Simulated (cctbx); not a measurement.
# Symmetry from intensities

Cell: a = 15.4640 Å, b = 7.8000 Å, c = 13.8570 Å, α = 90.00°, β = 90.00°, γ = 90.00°. Expected content of the cell: Er8 I28 K4.

Simulated single-crystal data (cctbx): Mo Kα, λ = 0.71073 Å, to d = 0.75 Å, 70 % of the full sphere, strongest reflection 70000 counts, noise from counting, a 4 % proportional error and a noise floor of 15 counts (s.d.); no absorption.

Tests on the unmerged data give:

```text
11618 reflections to d = 0.750 A
centring   violations  <I/sigma> of those
    A       3511 of  5799      8.1
    B       3782 of  5830      9.3
    C       3755 of  5749      9.5
    I       3552 of  5776      9.0
    R       5035 of  7754      9.4
    F       5524 of  8689      9.0
Laue class    unique    Rint  (classes that these axes allow; Friedel mates merged)
P -1             7549   0.034
P 1 2/m 1        4380   0.039
P 1 1 2/m        4269   0.039
P 2/m 1 1        4259   0.039
P m m m          2394   0.043
space group    extra absences  I>4sigma  <I/sigma>
P 2 2 2                 0          0         -  acentric
P 2 2 21               13          0       0.2  acentric
P 21 2 2               15          0       0.1  acentric
P 2 21 2               10          0       0.1  acentric
P 21 21 2              25          0       0.1  acentric
P 2 21 21              23          0       0.2  acentric
P 21 2 21              28          0       0.1  acentric
P 21 21 21             38          0       0.1  acentric
P m m 2                 0          0         -  acentric
P 2 m m                 0          0         -  acentric
P m 2 m                 0          0         -  acentric
P 21 m a              233          0       0.1  acentric
P m 2 a               233          0       0.1  acentric
P n m 21              222          0      -0.1  acentric
P n 21 m              222          0      -0.1  acentric
P n 21 a              455          0       0.0  acentric
P m m m                 0          0         -  centric
P m m a               233          0       0.1  centric
P n m m :1            222          0      -0.1  centric
P n m m :2            222          0      -0.1  centric
P n m a               455          0       0.0  centric
Wilson B = 1.71 A^2   <|E^2-1|> = 0.996 (0.968 centric, 0.736 acentric)   E^2>4: 4.3 %
shell (A)         n   <I/sigma>
15.47 - 1.50    339     23.8
 1.50 - 1.19    310     24.2
 1.19 - 1.04    288     19.1
 1.04 - 0.94    300     19.0
 0.94 - 0.88    283     18.9
 0.88 - 0.83    290     15.9
 0.83 - 0.78    290     13.1
 0.78 - 0.75    294     14.1
```

Q: Read the symmetry from these tables.

Every centring test has many violations, so the lattice is primitive.

Rint stays low (0.034 to 0.043) up to P m m m, the highest class in these axes.

21 settings pass the absence test. The most absences obeyed, 455, belong to P n 21 a and P n m a, which absences can't tell apart.

⟨|E²−1|⟩ = 0.996 leans to a centrosymmetric structure. The Wilson B of 1.71 Å² means U ≈ 0.0217 Å².

The true group is Pnma (no. 62), Laue class mmm, centrosymmetric. The tables only narrow the choice to the tied entries; cell content, site symmetry and trial solutions must settle it.

This is a model crystal, built by substitution and not relaxed, with assumed displacement parameters.

[Logs are printed without paths, hosts, clocks, repeated set-up lines and the standing remarks that a program may print on its own settings, such as how far it seeks lower states.]
